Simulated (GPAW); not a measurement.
Two runs for the Zr L₃ edge of atom 1 in ZrGa3 (I4/mmm). Run A: GPAW, LDA, excited-electron core hole (neutral cell), 16-atom cell with 5.6 Å between holes, 3×3×3 k points, dipole transitions, Gaussian full width 1.57 eV up to 4 eV, rising linearly to 3.5 eV at 25 eV. Run B differs in one choice.

Energy from the lowest empty level; intensity scaled to a mean of 1 over the first 20 eV:

```tsv
E (eV)	A	B
-2.0	0.00	0.00
-1.4	0.02	0.04
-0.8	0.13	0.27
-0.2	0.54	1.03
0.4	1.38	2.25
1.0	2.41	3.10
1.6	3.20	3.00
2.2	3.18	2.48
2.8	2.38	2.03
3.4	1.73	1.68
4.0	1.47	1.51
4.6	1.31	1.38
5.2	1.24	1.11
5.8	1.18	0.99
6.4	1.07	1.06
7.0	0.99	1.06
7.6	0.91	0.89
8.2	0.77	0.68
8.8	0.63	0.54
9.4	0.54	0.47
10.0	0.48	0.46
10.6	0.44	0.46
11.2	0.41	0.47
11.8	0.42	0.50
12.4	0.48	0.55
13.0	0.58	0.59
13.6	0.63	0.61
14.2	0.63	0.60
14.8	0.59	0.58
15.4	0.55	0.56
16.0	0.52	0.53
16.6	0.51	0.51
17.2	0.50	0.49
17.8	0.50	0.49
18.4	0.49	0.48
19.0	0.47	0.47
19.6	0.46	0.46
20.2	0.45	0.45
20.8	0.44	0.43
21.4	0.42	0.42
22.0	0.40	0.39
22.6	0.38	0.37
23.2	0.35	0.35
23.8	0.34	0.34
24.4	0.35	0.36
25.0	0.37	0.40
25.6	0.41	0.47
26.2	0.47	0.54
26.8	0.54	0.62
27.4	0.62	0.69
28.0	0.69	0.76
28.6	0.77	0.82
29.2	0.82	0.86
29.8	0.86	0.88
30.4	0.87	0.88
```

The database entry behind the starting cell is an old determination (1942), so it need not match the best structure at ambient conditions.

What was changed?
a) the volume of the cell
b) the plane-wave cutoff
c) the broadening
d) the size of the supercell

(d): run B changes the supercell atoms from 16 to 4, and the k mesh follows the cell. The scaled spectrum changes by 20 % r.m.s. A shift of -0.4 eV leaves 7 %. The highest intensity below 24 eV goes from 1.8 eV (3.31) to 1.2 eV (3.16). Other settings could leave a like mark; this is the one that was changed.

[Banner, clock and machine lines of the logs are left out without a mark of their own.]

[Logs are printed without paths, hosts, clocks, repeated set-up lines and the standing remarks that a program may print on its own settings, such as how far it seeks lower states.]

[Hosts, paths, dates, database ids (printed as entryN), source tags and the programs' standing remarks are cut or masked in the printed files.]

[Lists of maxima count a maximum above −3 eV only where it reaches 4 % of the highest in the window and stands out from its surroundings by 2 % of it (1.5 % where it reaches 55 %); shoulders and weaker maxima are passed over, and of the rest the first, up to two pre-edge ones and the few strongest are named.]
